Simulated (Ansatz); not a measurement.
## 1T-VBrI monolayer in a perpendicular field

Wanted: the out-of-plane response of the 1T-VBrI monolayer. A positive field points along +c.

Calculated with Ansatz 0.2.0; plane-wave DFT, PBE-D3(BJ), Ansatz PAW.

Most raw output is cut from this account.

### Step 1. The structure

The cell holds 3 atoms: 1 I, 1 V and 1 Br. Its edges and angles: a = 3.908 Å, b = 3.908 Å, c = 37.398 Å, α = 90.0°, β = 90.0°, γ = 120.0°. Vacuum lies along c.

Structure file:

```cif
data_structure
_symmetry_space_group_name_H-M 'P 1'
_symmetry_Int_Tables_number 1
_cell_length_a 3.9077
_cell_length_b 3.9077
_cell_length_c 37.3979
_cell_angle_alpha 90.000
_cell_angle_beta 90.000
_cell_angle_gamma 120.000
_cell_volume 494.55
loop_
_atom_site_label
_atom_site_type_symbol
_atom_site_fract_x
_atom_site_fract_y
_atom_site_fract_z
_atom_site_occupancy
I1 I 0.66667 0.33333 0.45725 1
V2 V 0.00000 0.00000 0.50440 1
Br3 Br 0.33333 0.66667 0.54275 1
```

### Step 2. Relaxation

The starting cell is a guess, so the in-plane lattice and the atoms are relaxed first, with the slab cut off from its images along the normal.

The input, input.yaml:

```yaml
crystal:
  lattice:
    - [3.9076655, 0.0, 0.0]
    - [-1.95383275, 3.3841375925, 0.0]
    - [0.0, 0.0, 37.3978810867]
  atoms:
    - { symbol: I, position: [0.6666666667, 0.3333333333, 0.4572451568] }
    - { symbol: V, position: [0.0, 0.0, 0.5043983402], spin: 1.0 }
    - { symbol: Br, position: [0.3333333333, 0.6666666667, 0.5427548432] }
  periodic: [true, true, false]
magnetization:
  spin_polarized: true
kpoints:
  mp_grid: { grid: [12, 12, 1] }
hamiltonian:
  xc: pbe
  dispersion: d3bj
scf:
  occupations: { method: fermi_dirac, width: 0.05 }
  convergence: { dr2_threshold: 1.0e-09 }
relax:
  f_tol: 0.004
  max_steps: 90
  cell: {}
output:
  write_potential: true
  write_density: true
  volumetric_format: npy
```

Run with:

```
ansatz run input.yaml --threads 2 --pin off --max-ram 3072MiB --backend cpu --events-out ev --progress --plain --runs-dir out
```

It took 7.2 min on 2 threads of AMD EPYC (Zen 3), shared host; peak memory 0.92 GiB.

Relaxation path:

| step | energy less that of the first step (eV) | largest force component (eV/Å) | volume (Å³) |
| --- | --- | --- | --- |
| 1 | 0.0000 | 0.5351 | 494.55 |
| 2 | -0.0161 | 0.3862 | 498.94 |
| 3 | -0.0359 | 0.0802 | 496.85 |
| 4 | -0.0363 | 0.0346 | 496.90 |
| 5 | -0.0364 | 0.0019 | 497.07 |
| 6 | -0.0364 | 0.0005 | 497.20 |
| 7* | -0.0364 | 0.0005 | 497.20 |

Relaxation steps marked * repeat the geometry before them on a plane-wave basis chosen anew for their cell, so energy and pressure can jump there.

The run keeps the 6 symmetry operations that it works with, so distortions that break them were not tested.

| cell as run | before | after | change |
| --- | --- | --- | --- |
| a (Å) | 3.908 | 3.918 | +0.3 % |
| b (Å) | 3.908 | 3.918 | +0.3 % |

The atoms that moved most (Å, along periodic axes as changes of fractional coordinates times the final cell, across vacuum about the mean position):

| atom | dx | dy | dz | length |
| --- | --- | --- | --- | --- |
| I1 | 0.000 | 0.000 | 0.093 | 0.093 |
| Br3 | 0.000 | 0.000 | -0.063 | 0.063 |
| V2 | 0.000 | 0.000 | -0.029 | 0.029 |

The relaxed structure:

```
I V Br
1.0
     3.91810    0.00000    0.00000
    -1.95905    3.39318    0.00000
     0.00000    0.00000   37.39788
I V Br
1 1 1
Direct
  0.66667 0.33333 0.45972
  0.00000 0.00000 0.50361
  0.33333 0.66667 0.54106
```

This step gave:

```
total moment : 3.000 μB
site moments : -0.03194, 2.551, -0.01455 μB
```

Site moment by atom:

| atom | site moment (μB) |
| --- | --- |
| I1 | -0.03 |
| V2 | 2.55 |
| Br3 | -0.01 |

The lattice constant a goes from 3.908 to 3.918 Å.

### Step 3. Single point, field 0

A sawtooth potential applies the field, turning back in the middle of the vacuum. With the dipole correction the typed value is the field outside the slab. The induced dipole is small, so the SCF threshold is tight.

The cell differs from the one that the last finished run ended in (c 37.398 → 21.042 Å).

The input, input.yaml:

```yaml
crystal:
  lattice:
    - [3.9181041018, 0.0, 0.0]
    - [-1.9590520509, 3.3931776868, 0.0]
    - [0.0, 0.0, 21.0420380806]
  atoms:
    - { symbol: I, position: [0.6666666667, 0.3333333333, 0.4277152225], spin: -0.03 }
    - { symbol: V, position: [0.0, 0.0, 0.5057230365], spin: 2.55 }
    - { symbol: Br, position: [0.3333333333, 0.6666666667, 0.5722847775], spin: -0.01 }
magnetization:
  spin_polarized: true
kpoints:
  mp_grid: { grid: [12, 12, 1] }
  band_path:
    path: [[0, 0, 0], [0.5, 0, 0], [0.33333333, 0.33333333, 0], [0, 0, 0]]
    npoints: 16
hamiltonian:
  xc: pbe
  dispersion: d3bj
scf:
  occupations: { method: fermi_dirac, width: 0.02585 }
  convergence: { dr2_threshold: 1.0e-10 }
efield:
  axis: 3
  dipole_correction: true
  ramp_position: 0.97
  ramp_width: 0.06
  amplitude: 0
output:
  dos: { projected: true, e_range: [-6, 5] }
  write_potential: true
  write_density: true
  volumetric_format: npy
  elf: true
```

It took 71 s on 2 threads; peak memory 0.69 GiB; 2.3 min of CPU time.

This step gave:

```yaml
gap_on_the_k_mesh: 1.250 eV
dipole_along_the_normal: -0.02715 e·Å
gap_along_the_path: 1.227 eV
step_between_the_vacuum_levels: 0.3696 eV
ionisation_energy_upper_face: 4.658 eV
electron_affinity_upper_face: 3.431 eV
ionisation_energy_lower_face: 4.288 eV
gap_the_smaller_of_path_and_mesh: 1.227 eV
```

Running mean over a fixed 2.8 Å (it still follows the layers) of the planar mean; the ramp of the sawtooth is left out. Electron's electrostatic potential energy less the Fermi level against z:

| z (Å) | electron's electrostatic potential energy less the Fermi level (eV) |
| --- | --- |
| 3.0 | 3.66 |
| 3.5 | 3.66 |
| 4.0 | 3.66 |
| 4.5 | 3.66 |
| 5.0 | 3.65 |
| 5.5 | 3.64 |
| 6.0 | 3.60 |
| 6.5 | 3.38 |
| 7.0 | 2.57 |
| 7.5 | 1.29 |
| 8.0 | -0.0239 |
| 8.5 | -1.54 |
| 9.0 | -3.10 |
| 9.5 | -4.44 |
| 10.0 | -5.04 |
| 10.5 | -5.92 |
| 11.0 | -6.80 |
| 11.5 | -6.40 |
| 12.0 | -4.88 |
| 12.5 | -3.12 |
| 13.0 | -1.24 |
| 13.5 | 1.20 |
| 14.0 | 3.20 |
| 14.5 | 3.86 |
| 15.0 | 3.99 |
| 15.5 | 4.02 |
| 16.0 | 4.02 |
| 16.5 | 4.03 |
| 17.0 | 4.03 |
| 17.5 | 4.03 |
| 18.0 | 4.03 |

The density of states has structure finer than the step of the table below, so its rows give means over 0.25 eV, whole bins alone (the curve runs from -6 to 2.57 eV). Peaks (eV: height): total -5.670: 8.62, -5.500: 7.69, -4.480: 8.68, -3.770: 7.67, -0.760: 8.10, -0.680: 17.5, 0.670: 8.56; up -5.670: 7.21, -4.700: 4.30, -4.570: 6.25, -1.200: 6.05, -0.760: 8.10, -0.680: 17.5, 0.670: 8.56; down -5.500: 6.61, -4.370: 6.56, -4.290: 6.64, 1.770: 6.55, 1.910: 7.28, 2.080: 6.29, 2.380: 5.72.

Density of states against energy, zero at the Fermi level of the run, which the smearing sets inside the gap; means over each step; values in states/eV a cell:

| energy (eV) | total | up | down |
| --- | --- | --- | --- |
| -5.75 | 4.51 | 2.88 | 1.62 |
| -5.50 | 4.38 | 1.14 | 3.24 |
| -5.25 | 1.74 | 0.805 | 0.939 |
| -5.00 | 1.65 | 0.850 | 0.801 |
| -4.75 | 2.97 | 1.95 | 1.02 |
| -4.50 | 7.30 | 4.15 | 3.16 |
| -4.25 | 3.96 | 0.966 | 3.00 |
| -4.00 | 2.62 | 1.52 | 1.11 |
| -3.75 | 4.77 | 2.32 | 2.45 |
| -3.50 | 4.39 | 1.84 | 2.55 |
| -3.25 | 2.78 | 1.24 | 1.54 |
| -3.00 | 1.09 | 0.467 | 0.621 |
| -2.75 | 0.716 | 0.272 | 0.444 |
| -2.50 | 0.127 | 0.0122 | 0.115 |
| -2.25 | 0 | 0 | 0 |
| -2.00 | 0 | 0 | 0 |
| -1.75 | 0 | 0 | 0 |
| -1.50 | 0.447 | 0.447 | 0 |
| -1.25 | 2.95 | 2.95 | 0 |
| -1.00 | 1.53 | 1.53 | 0 |
| -0.75 | 6.67 | 6.67 | 0 |
| -0.50 | 0.129 | 0.129 | 0 |
| -0.25 | 0 | 0 | 0 |
| 0.00 | 0 | 0 | 0 |
| 0.25 | 0 | 0 | 0 |
| 0.50 | 0.0862 | 0.0862 | 0 |
| 0.75 | 3.96 | 3.48 | 0.471 |
| 1.00 | 4.42 | 3.29 | 1.13 |
| 1.25 | 2.75 | 0.903 | 1.85 |
| 1.50 | 1.33 | 0 | 1.33 |
| 1.75 | 4.36 | 0 | 4.36 |
| 2.00 | 4.78 | 0 | 4.78 |
| 2.25 | 4.09 | 0.0778 | 4.01 |

Projected DOS per atom over height of the atomic layer and energy from the Fermi level. Layers: I V Br from below.

Ten even steps from '_' (0.00 states/eV) to '@' (4.18 states/eV), each cell a mean:
```
__==__
__@@__
__**__
__++__
..##__
__..__
______
______
__@@__
__++__
__..__
______
______
______
::____
**__::
**....
--..++
--..##
____::
--__==
--..==
```
Columns: height of the atomic layer (Å) from 9 to 12.0 (not evenly spaced); rows upwards: energy from the Fermi level (eV) from -5.96 to 2.59.

Projected DOS per atom, spin up over height of the atomic layer and energy from the Fermi level. Layers: I V Br from below.

Ten even steps from '0' (0.00 states/eV) to '9' (4.18 states/eV), each cell a mean:
```
000
000
000
020
150
010
000
000
090
050
010
000
000
000
000
201
300
101
214
001
001
202
```
Columns: height of the atomic layer (Å) from 9 to 12.0 (not evenly spaced); rows upwards: energy from the Fermi level (eV) from -5.96 to 2.59.

Projected DOS per atom, spin down over height of the atomic layer and energy from the Fermi level. Layers: I V Br from below.

Ten even steps from '0' (0.00 states/eV) to '9' (3.94 states/eV), each cell a mean:
```
050
090
070
030
010
000
000
000
000
000
000
000
000
000
100
401
300
104
103
001
203
102
```
Columns: height of the atomic layer (Å) from 9 to 12.0 (not evenly spaced); rows upwards: energy from the Fermi level (eV) from -5.96 to 2.59.

Deep bands are left out, so band numbers here count from the lowest band kept and differ from the log's. Electronic bands along the path, in eV, zero at the Fermi level of the run, which the smearing sets inside the gap; # counts the bands kept:

| point | up #8 | up #9 | up #10 | up #11 | down #7 | down #8 | down #9 | down #10 |
| --- | --- | --- | --- | --- | --- | --- | --- | --- |
| Γ | -1.22 | -0.97 | 1.07 | 1.07 | 1.25 | 1.25 | 1.55 | 2.26 |
| halfway | -0.82 | -0.65 | 0.63 | 0.97 | 1.00 | 1.76 | 1.89 | 2.00 |
| M | -0.73 | -0.69 | 1.05 | 1.19 | 0.72 | 1.91 | 2.11 | 2.48 |
| halfway | -0.76 | -0.68 | 0.75 | 1.17 | 1.20 | 1.77 | 2.03 | 2.24 |
| K | -0.79 | -0.65 | 0.67 | 1.08 | 1.68 | 1.84 | 1.85 | 2.04 |
| halfway | -0.88 | -0.63 | 0.67 | 0.83 | 1.40 | 1.53 | 1.77 | 1.97 |
| Γ | -1.22 | -0.97 | 1.07 | 1.07 | 1.25 | 1.25 | 1.55 | 2.26 |

Spin density in the ca plane at fractional y = 0.000, with atoms of V within 0.2 Å of it.

Ten even steps from '0' (0.0 e/Å³) to '9' (2.8 e/Å³), each cell a mean:
```
00000000000000000013751000000000000000000000
00000000000000000000210000000000000000000000
00000000000000000000000000000000000000000000
00000000000000000000000000000000000000000000
00000000000000000000000000000000000000000000
00000000000000000000000000000000000000000000
00000000000000000000000000000000000000000000
00000000000000000000000000000000000000000000
00000000000000000001420000000000000000000000
00000000000000000015972000000000000000000000
```
Columns run along c (16.0 Å, from fractional 0.16 to 0.92 of the cell), rows up along a (3.9 Å). Atoms in or near the plane, at fractional coordinates: V at (0.51, 0.00).

Electrostatic potential energy in the ca plane at fractional y = 0.000, with atoms of V within 0.2 Å of it. With pseudopotentials it is smooth inside the atoms' cores, unlike the true potential.

Values in eV, 6 rows by 16 columns, each cell a mean:
```
  4   4   4   4   4   3   3   0 -20 -21   0   3   4   4   4   4
  4   4   4   4   4   3   2  -1  -6  -6   1   3   4   4   4   4
  4   4   4   4   4   3   0  -6   0   0  -2   2   4   4   4   4
  4   4   4   4   4   3   0  -4   0   0  -1   3   4   4   4   4
  4   4   4   4   4   3   2   0 -10 -11   1   3   4   4   4   4
  4   4   4   4   4   3   3   0 -21 -22  -1   3   4   4   4   4
```
Columns run along c (16.0 Å, from fractional 0.09 to 0.85 of the cell; values clipped at the 3rd and 97th percentile), rows up along a (3.9 Å). Atoms in or near the plane, at fractional coordinates: V at (0.51, 0.00).

ELF in the ca plane at fractional y = 0.000, with atoms of V within 0.2 Å of it. It is the smooth field of the valence electrons, not physical close to the nuclei.

Ten even steps from '0' (0.00) to '9' (0.76), each cell a mean:
```
00000000000000000001124899731100000000000000
00000000000000000123321476212210000000000000
00000000000000013567873121146653100000000000
00000000000000136899997312489986410000000000
00000000000000257999888412699997521000000000
00000000000000247999897412589997420000000000
00000000000000124788985211368865210000000000
00000000000000001345642243124431000000000000
00000000000000000011222698521100000000000000
00000000000000000000126999942100000000000000
```
Columns run along c (16.0 Å, from fractional 0.09 to 0.85 of the cell), rows up along a (3.9 Å). Atoms in or near the plane, at fractional coordinates: V at (0.51, 0.00).

The gap is 1.23 eV, with the valence edge 4.66 eV and the conduction edge 3.43 eV under the upper vacuum level. Spin-orbit coupling, left out in this run, matters for the bands of elements this heavy.

### Step 4. Single point, field 0.1 V/Å

Edit input.yaml of step 3 so:

```diff
@@ -25,7 +25,6 @@
   dipole_correction: true
-  ramp_position: 0.97
-  ramp_width: 0.06
-  amplitude: 0
+  ramp_position: 0.9287
+  ramp_width: 0.1426
+  amplitude: 0.1
 output:
-  dos: { projected: true, e_range: [-6, 5] }
   write_potential: true
@@ -33,2 +32 @@
   volumetric_format: npy
-  elf: true
```

Elapsed: 75 s, on 2 threads; peak memory 0.69 GiB.

The dipole is 0.00882 e·Å, 0.0360 e·Å from its value without field, and the gap 1.226 eV.

### Step 5. Atoms held, field -0.1 V/Å

Edit input.yaml of step 4 so:

```diff
@@ -27,3 +27,3 @@
   ramp_width: 0.1426
-  amplitude: 0.1
+  amplitude: -0.1
 output:
```

Wall time 85 s (2 threads); peak memory 0.69 GiB.

The dipole is -0.0631 e·Å, -0.0359 e·Å from its value without field, and the gap 1.227 eV.

### Step 6. Response, atoms held

This step: plane-wave DFT, PBE-D3(BJ), Ansatz PAW; response to a field along the normal, atoms held (Ansatz 0.2.0).

The dipoles give the slope, and the difference of two potentials shows where the field is screened.

This step gave:

```
equivalent conductor thickness p/(ε₀AE) : 4.894 Å
distance between the outer atoms        : 3.042 Å
```

Table of dipole of the cell by applied field:

| applied field (V/Å) | dipole of the cell (e·Å) |
| --- | --- |
| -0.1000 | -0.0631 |
| 0.0000 | -0.0272 |
| 0.1000 | 0.00882 |

The total moment stays at 3 μB for applied field from -0.1 to 0.1 V/Å.

Local field over the applied field, running mean. From the potentials at -0.1 and 0.1 V/Å; running mean over 2.5 Å. Table of local field over applied field by z:

| z (Å) | local field over applied field |
| --- | --- |
| 4.5 | 0.998 |
| 5.0 | 0.994 |
| 5.5 | 0.983 |
| 6.0 | 0.955 |
| 6.5 | 0.888 |
| 7.0 | 0.767 |
| 7.5 | 0.606 |
| 8.0 | 0.430 |
| 8.5 | 0.266 |
| 9.0 | 0.155 |
| 9.5 | 0.116 |
| 10.0 | 0.116 |
| 10.5 | 0.123 |
| 11.0 | 0.142 |
| 11.5 | 0.174 |
| 12.0 | 0.236 |
| 12.5 | 0.354 |
| 13.0 | 0.515 |
| 13.5 | 0.682 |
| 14.0 | 0.828 |
| 14.5 | 0.926 |
| 15.0 | 0.973 |
| 15.5 | 0.991 |
| 16.0 | 0.997 |
| 16.5 | 0.999 |

Electrons, planar mean, per unit field. Induced electron density against z:

| z (Å) | induced electron density (e/Å³ per V/Å) |
| --- | --- |
| 4.09 | 3.3e-6 |
| 4.53 | 8.8e-6 |
| 4.97 | 2.4e-5 |
| 5.41 | 6.2e-5 |
| 5.85 | 1.6e-4 |
| 6.28 | 3.8e-4 |
| 6.72 | 8.7e-4 |
| 7.16 | 0.00183 |
| 7.60 | 0.00309 |
| 8.04 | 0.00314 |
| 8.48 | 0.00137 |
| 8.91 | 0.00123 |
| 9.35 | 5.1e-5 |
| 9.79 | -9.5e-4 |
| 10.23 | -0.00125 |
| 10.81 | 2.4e-4 |
| 11.25 | 0.00125 |
| 11.69 | -3.0e-4 |
| 12.13 | -0.00119 |
| 12.57 | -0.00213 |
| 13.01 | -0.00340 |
| 13.44 | -0.00245 |
| 13.88 | -0.00121 |
| 14.32 | -5.2e-4 |
| 14.76 | -2.0e-4 |
| 15.20 | -7.7e-5 |
| 15.64 | -2.8e-5 |
| 16.07 | -1.0e-5 |
| 16.51 | -3.6e-6 |
| 16.95 | -1.3e-6 |

By hand: between -0.1 and 0.1 V/Å the dipole changes by 0.07192 e·Å, a slope of 0.3596 e·Å²/V. A perfect conductor of thickness t has p = ε₀AEt, so t = 180.95 × 0.3596 / 13.295 = 4.89 Å (e/ε₀ = 180.95 V·Å, A in Å²).

The induced dipole is that of a conductor 4.89 Å thick.

### Step 7. Summary of results

```json
{
 "gap without field": "1.23 eV",
 "ionisation energy, upper face": "4.66 eV",
 "electron affinity, upper face": "3.43 eV",
 "step between the vacuum levels": "0.370 eV",
 "equivalent conductor thickness, atoms held": "4.89 Å"
}
```

The induced dipole equals that of a perfect conductor 4.89 Å thick, while the outer atoms lie 3.04 Å apart; an out-of-plane ε follows only once a thickness t is chosen, by 1 − 1/ε = 4.89 Å / t. The two faces differ: the vacuum level above lies 0.37 eV higher than the one below. The gap stays within 0.01 eV of 1.23 eV over the fields run, up to 0.1 V/Å in size. Semilocal functionals give gaps that are too small, and excitons are not included. The magnetic order is the one reached from the typed start; other orders were not compared. Spin-orbit coupling is left out, which matters for the bands of elements this heavy.

[Logs are printed without paths, hosts, clocks, repeated set-up lines and the standing remarks that a program may print on its own settings, such as how far it seeks lower states.]

[Hosts, paths, dates, database ids (printed as entryN), source tags and the programs' standing remarks are cut or masked in the printed files.]

[Maps of the electrostatic potential energy from Ansatz leave out the sawtooth potential of an applied field or a dipole correction, so their vacuum need not be flat; planar profiles and work functions include it.]

[The density of states shown here was stored with 400 of the rows of the run's finer table, so its peaks can read low, often by over a quarter, or be missed, and its means over a window can be off by a tenth or more.]
